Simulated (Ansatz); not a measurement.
# A hypothetical structure for Ba2Mo, part 2 of 2

Starting from a made-up structure for Ba2Mo, the aim is the relaxed cell, its shortest contacts and, where a second run follows, its electronic structure.

Ansatz 0.2.0; DFT, PBE, plane-wave PAW, files of the set soft_1, scalar-relativistic, no spin, cell and ions relaxed at zero pressure; PAW set soft_1 (the session's first sound run).

So far: Starting point; Relaxing cell and atoms. The relaxed cell has a = 7.712 Å (conventional setting).

## (3) Bands of the relaxed cell

A second self-consistent run takes a narrower smearing and the mesh shown in its input; the bands follow along the standard path of the relaxed lattice.

This step: DFT, PBE, plane-wave PAW, files of the set soft_1, scalar-relativistic, no spin, bands and density of states at the relaxed cell; PAW set soft_1 (Ansatz 0.2.0).

input.yaml

```yaml
crystal:
  lattice:
    - [0.0, 3.8560382451, 3.8560382451]
    - [3.8560382451, 0.0, 3.8560382451]
    - [3.8560382451, 3.8560382451, 0.0]
  atoms:
    - { symbol: Ba, position: [0.25, 0.25, 0.25] }
    - { symbol: Ba, position: [0.75, 0.75, 0.75] }
    - { symbol: Mo, position: [0.0, 0.0, 0.0] }
kpoints:
  mp_grid: { grid: [8, 8, 8] }
  band_path:
    path:
      - [[0.0, 0.0, 0.0], [0.5, 0.0, 0.5], [0.5, 0.25, 0.75], [0.375, 0.375, 0.75], [0.0, 0.0, 0.0], [0.5, 0.5, 0.5], [0.625, 0.25, 0.625], [0.5, 0.25, 0.75], [0.5, 0.5, 0.5], [0.375, 0.375, 0.75]]
      - [[0.625, 0.25, 0.625], [0.5, 0.0, 0.5]]
    npoints: 8
scf:
  occupations: { method: fermi_dirac, width: 0.03 }
  n_extra_bands: 7
hamiltonian:
  xc: pbe
  pseudopotentials: { kind: paw, azcp: { folder: soft_1 } }
output:
  forces: true
  stress: true
  write_bands: true
  dos: { projected: true }
  write_density: true
  write_potential: true
  elf: true
  volumetric_format: npy
```

Launch:

```console
ansatz run input.yaml --threads 4 --pin off --max-ram 8192MiB --backend cpu --events-out ev --progress --plain --runs-dir out
```

Numbers of over 12 decimals in the logs are rounded to 6 here.

Output:

```text
[...]
Crystal: 3 atoms, lattice volume = 114.671 Å³
Basis set: ecut = 420 eV, 2229 PW (Γ), exchange–correlation on 80×80×80 points (8 copies of the dense FFT grid, shifted against one another)
Bands: 24, of which v1, the nominal top of the filled ones, is band 17 counted from 1 (16 counted from 0)
Symmetry: 48 space group operations
[...]
k-points: 29 of 512
[...]
SCF iter   1: F=—  HF=-16859.259310 eV  |F-HF|=—  |Δ(HF+E_count)|=         —  Δρ=1.38e-1  dr2=5.95e1  ethr=3.10e-3  ⟨swp⟩=7.0  Hψ=3694  notcnv=0
[...]
SCF iter  11: F=-16851.289557 eV  HF=-16851.289557 eV  |F-HF|=9.46e-9  |Δ(HF+E_count)|=   7.01e-9  Δρ=2.62e-6  dr2=1.63e-8  ethr=2.94e-10  ⟨swp⟩=14.8  Hψ=4975  notcnv=0
SCF 1 converged in 11 iterations: F = -16851.289557 eV  dr2 = 1.63e-8
[...]
NSCF: frozen V_eff on 82 k-points
SCF converged after 11 iterations
Free energy (F): -16851.289557 eV
[...]
Internal energy: -16851.249161 eV  (E = F + TS)
E sigma→0 (E₀):  -16851.269359 eV
Entropy (-TS):   -0.040396 eV (-13.465 meV/atom)
Fermi energy:    8.818852 eV
[...]
--- Stress (GPa, compression-positive) ---
       -0.080676      -0.000000      -0.000000
        0.000000      -0.080676       0.000000
        0.000000      -0.000000      -0.080676
  P = ⅓ Tr σ = -0.0807 GPa (-0.807 kbar)
--- Band table (eV; the first three rows and the last of 29) ---
  k-point 0: bands = [... 13 lower, 7.9164, 7.9164, 9.1471, 9.1471, 9.1471, 9.2683, 9.2683, 9.2683, ... 3 higher]
  k-point 1: bands = [... 13 lower, 7.9948, 7.9948, 8.7544, 9.0472, 9.0472, 9.4722, 9.4722, 9.5582, ... 3 higher]
  k-point 2: bands = [... 13 lower, 8.1858, 8.1858, 8.4515, 8.9616, 8.9616, 9.6137, 9.8682, 9.8682, ... 3 higher]
  k-point 28: bands = [... 13 lower, 8.0864, 8.2480, 8.2480, 8.7803, 9.0457, 10.2409, 10.2409, 11.0153, ... 3 higher]
```

Run time: 3.1 s. Hardware: 4 threads of Arm Neoverse V1, shared host; peak memory 0.46 GiB; 12 s of CPU time.

Numbers from this step:

```
free energy             : -16851.2896 eV
energy at zero smearing : -16851.2694 eV
smearing term TS        : 0.04040 eV
Fermi energy            : 8.819 eV
pressure                : -0.08068 GPa
```

From bands.tsv, the bands that come nearest the Fermi level along the path, at its corners, in eV from the Fermi level:

| point | band 14 | band 15 | band 16 | band 17 | band 18 | band 19 | band 20 | band 21 |
| --- | --- | --- | --- | --- | --- | --- | --- | --- |
| Γ | -0.90 | -0.90 | 0.33 | 0.33 | 0.33 | 0.45 | 0.45 | 0.45 |
| X | -0.66 | -0.18 | -0.08 | -0.08 | 0.16 | 0.22 | 1.53 | 2.63 |
| W | -0.73 | -0.57 | -0.57 | -0.04 | 0.23 | 1.42 | 1.42 | 2.20 |
| K | -0.63 | -0.36 | -0.17 | -0.06 | -0.01 | 0.75 | 2.07 | 2.13 |
| Γ | -0.90 | -0.90 | 0.33 | 0.33 | 0.33 | 0.45 | 0.45 | 0.45 |
| L | -0.39 | -0.39 | -0.30 | 0.14 | 0.14 | 0.21 | 1.79 | 1.79 |
| U | -0.63 | -0.36 | -0.17 | -0.06 | -0.01 | 0.75 | 2.07 | 2.13 |
| W | -0.73 | -0.57 | -0.57 | -0.04 | 0.23 | 1.42 | 1.42 | 2.20 |
| L | -0.39 | -0.39 | -0.30 | 0.14 | 0.14 | 0.21 | 1.79 | 1.79 |
| K | -0.63 | -0.36 | -0.17 | -0.06 | -0.01 | 0.75 | 2.07 | 2.13 |
| U | -0.63 | -0.36 | -0.17 | -0.06 | -0.01 | 0.75 | 2.07 | 2.13 |
| X | -0.66 | -0.18 | -0.08 | -0.08 | 0.16 | 0.22 | 1.53 | 2.63 |

States per cell as run, both spins, in windows of 1 eV, from dos.tsv (zero at the Fermi level): Near the top, bands beyond those computed are missing, so counts there can be too low.

| from | to | total |
| --- | --- | --- |
| -8 | -7 | 0.00 |
| -7 | -6 | 0.00 |
| -6 | -5 | 0.00 |
| -5 | -4 | 0.00 |
| -4 | -3 | 0.00 |
| -3 | -2 | 0.15 |
| -2 | -1 | 1.56 |
| -1 | 0 | 8.26 |
| 0 | 1 | 3.86 |
| 1 | 2 | 2.98 |

A further 24.0 states lie below the table's range.

Valence density in the ac plane of a cell with a along [110], b along [-110] and c along [001] of the cube at fractional y = 0.000, with atoms of Ba and Mo within 0.2 Å of it. It is the smooth field of the valence electrons, not physical close to the nuclei.

Ten steps, logarithmic in the rise over the least value, from '_' (0.0 e/Å³) to '@' (7.0 e/Å³), each cell a mean:
```
@@@@**--::............::--**@@@@@@%%++::::..........::::++%%@@
%%##++--::::::----::::::--++##%%%%**--::::::------::::::--**%%
++==--::::--++++++==--::::--==++==--::::--==++++++==--::::--==
::::::::--++********++--::::::::::::::::==++******++==::::::::
......::--++**++++**++--::............::==**++==++**==::......
..__....--++**++++**++--....__..__....::==**++==++**==::....__
______..--++********++::..____________::==++******++==..______
________..--++++++++--..______________..::==++++++==::..______
__________..::----::..__________________..::------::..________
____________........______________________..........__________
______________....__________________________......____________
__________....::::....____________________..::::::..__________
________..::--====--::..________________..--======--..________
______..::==++****++==::______________..--++******++--..______
______..--++**++++**++--..__________..::==****++****==::..____
........--++**====**++--..............::++**++==++**++::......
::....::--++**++++**++--::..::::::....::==****++****==::....::
----::::::==++****++==::::::------::::::--++******++--::::::--
**++--::::::========::::::==++****==--::::--======--::::--==**
@@%%++--::..::::::::..::--**%%@@%%##==::::::::::::::::::==##%%
@@@@##==::............::==##@@@@@@%%++--............::--++%%@@
```
Columns run along a (10.9 Å), rows up along c (7.7 Å), edges of the conventional cell, whose origin can differ from the input's. Atoms in or near the plane, at fractional coordinates: Ba at (0.25, 0.25), Ba at (0.75, 0.25), Ba at (0.25, 0.75), Ba at (0.75, 0.75), Mo at (0.00, 0.00), Mo at (0.50, 0.00).

Electrostatic potential energy in the ac plane of a cell with a along [110], b along [-110] and c along [001] of the cube at fractional y = 0.000, with atoms of Ba and Mo within 0.2 Å of it. With pseudopotentials it is smooth inside the atoms' cores, unlike the true potential.

Ten even steps from '_' (-57 eV) to '@' (13 eV), each cell a mean:
```
__..++%%@@@@@@@@@@@@@@@@%%++..____--##@@@@@@@@@@@@@@@@@@##::__
::==##@@@@@@%%%%%%%%@@@@@@##==::--**%%@@@@@@%%%%%%@@@@@@%%**--
##%%@@@@@@%%##++++##%%@@@@@@%%####%%@@@@%%##**++**##%%@@@@%%##
@@@@@@@@%%**--::::==##%%@@@@@@@@@@@@@@@@%%++::..::++%%@@@@@@@@
@@@@@@@@%%++..____..++%%@@@@@@@@@@@@@@%%##--______--##@@@@@@@@
@@@@@@@@%%++..____..++%%@@@@@@@@@@@@@@%%##--______--##%%@@@@@@
@@@@@@@@%%**--....--**%%@@@@@@@@@@@@@@@@%%++::..::++%%@@@@@@@@
@@@@@@@@@@%%##++++##%%@@@@@@@@@@@@@@@@@@%%##**++**##%%@@@@@@@@
@@@@@@@@@@@@%%%%%%%%@@@@@@@@@@@@@@@@@@@@@@@@%%%%%%@@@@@@@@@@@@
@@@@@@@@@@@@@@@@@@@@@@@@@@@@@@@@@@@@@@@@@@@@@@@@@@@@@@@@@@@@@@
@@@@@@@@@@@@@@@@@@@@@@@@@@@@@@@@@@@@@@@@@@@@@@@@@@@@@@@@@@@@@@
@@@@@@@@@@@@@@@@@@@@@@@@@@@@@@@@@@@@@@@@@@@@@@@@@@@@@@@@@@@@@@
@@@@@@@@@@%%%%####%%%%@@@@@@@@@@@@@@@@@@@@%%######%%@@@@@@@@@@
@@@@@@@@@@##++----++##@@@@@@@@@@@@@@@@@@%%**==--==**%%@@@@@@@@
@@@@@@@@%%**::____::**%%@@@@@@@@@@@@@@@@##==..__..==##@@@@@@@@
@@@@@@@@%%++..____..++%%@@@@@@@@@@@@@@%%##--______--##%%@@@@@@
@@@@@@@@%%**::____::**%%@@@@@@@@@@@@@@@@##==..__..==##@@@@@@@@
%%@@@@@@@@##++----++##@@@@@@@@%%%%@@@@@@%%**==--==**%%@@@@@@%%
++**%%@@@@%%%%####%%%%@@@@%%**++++##@@@@@@%%######%%@@@@@@##++
__::**%%@@@@@@@@@@@@@@@@%%**::__..==%%@@@@@@@@@@@@@@@@@@%%==..
____==%%@@@@@@@@@@@@@@@@%%==______::##@@@@@@@@@@@@@@@@@@##::__
```
Columns run along a (10.9 Å; values clipped at the 3rd and 97th percentile), rows up along c (7.7 Å), edges of the conventional cell, whose origin can differ from the input's. Atoms in or near the plane, at fractional coordinates: Ba at (0.25, 0.25), Ba at (0.75, 0.25), Ba at (0.25, 0.75), Ba at (0.75, 0.75), Mo at (0.00, 0.00), Mo at (0.50, 0.00).

ELF in the ac plane of a cell with a along [110], b along [-110] and c along [001] of the cube at fractional y = 0.000, with atoms of Ba and Mo within 0.2 Å of it. It is the smooth field of the valence electrons, not physical close to the nuclei.

Values, 11 rows by 16 columns, each cell a mean:
```
0.63 0.34 0.23 0.22 0.24 0.22 0.28 0.59 0.63 0.34 0.23 0.22 0.24 0.22 0.28 0.59
0.33 0.23 0.36 0.73 0.73 0.48 0.22 0.31 0.33 0.23 0.36 0.73 0.73 0.48 0.22 0.31
0.40 0.22 0.62 0.41 0.23 0.72 0.23 0.37 0.40 0.22 0.62 0.41 0.23 0.72 0.23 0.37
0.25 0.12 0.52 0.71 0.67 0.66 0.14 0.22 0.25 0.12 0.52 0.71 0.67 0.66 0.14 0.22
0.14 0.09 0.15 0.38 0.41 0.19 0.08 0.13 0.14 0.09 0.15 0.38 0.41 0.19 0.08 0.13
0.13 0.11 0.08 0.08 0.08 0.08 0.11 0.13 0.13 0.11 0.08 0.08 0.08 0.08 0.11 0.13
0.15 0.09 0.21 0.54 0.58 0.30 0.09 0.14 0.15 0.09 0.21 0.54 0.58 0.30 0.09 0.14
0.31 0.14 0.59 0.63 0.51 0.71 0.18 0.26 0.31 0.14 0.59 0.63 0.51 0.71 0.18 0.26
0.38 0.23 0.58 0.48 0.34 0.70 0.23 0.37 0.38 0.23 0.58 0.48 0.34 0.70 0.23 0.37
0.39 0.24 0.30 0.65 0.70 0.37 0.22 0.35 0.39 0.24 0.30 0.65 0.70 0.37 0.22 0.35
0.61 0.38 0.25 0.16 0.14 0.23 0.30 0.63 0.61 0.38 0.25 0.16 0.14 0.23 0.30 0.63
```
Columns run along a (10.9 Å), rows up along c (7.7 Å), edges of the conventional cell, whose origin can differ from the input's. Atoms in or near the plane, at fractional coordinates: Ba at (0.25, 0.25), Ba at (0.75, 0.25), Ba at (0.25, 0.75), Ba at (0.75, 0.75), Mo at (0.00, 0.00), Mo at (0.50, 0.00).

## (4) Outcome

| Item | Value |
| --- | --- |
| space group, relaxed | Fm-3m |
| conventional cell | a = 7.712, b = 7.712, c = 7.712 Å; α = 90.0°, β = 90.0°, γ = 90.0° |
| volume per atom | 38.22 Å³ (guess 44.19) |

What this shows: Ba2Mo relaxes to Fm-3m with a = 7.712, b = 7.712 and c = 7.712 Å. The guessed volume was 16 % too large. The space group Fm-3m was held in the relaxation, so the end point is a stationary structure within it and may be a saddle against distortions or other arrangements. Bands cross the Fermi level, so it is a metal or semimetal at this level. On the 8×8×8 mesh with the narrower smearing (relaxed on 6×6×6) the forces vanish, as symmetry may demand, and the largest stress component is 0.081 GPa, against the relaxation's thresholds of 0.015 eV/Å and 0.05 GPa. The cutoff wasn't tested. Spin-orbit coupling is left out, which can matter for elements this heavy. No dispersion term is used, so weakly bound directions may come out too long. The runs have no spin, and magnetism wasn't tested. Nothing here tests whether the compound is stable against decomposition.

[Logs are printed without paths, hosts, clocks, repeated set-up lines and the standing remarks that a program may print on its own settings, such as how far it seeks lower states.]

[Hosts, paths, dates, database ids (printed as entryN), source tags and the programs' standing remarks are cut or masked in the printed files.]
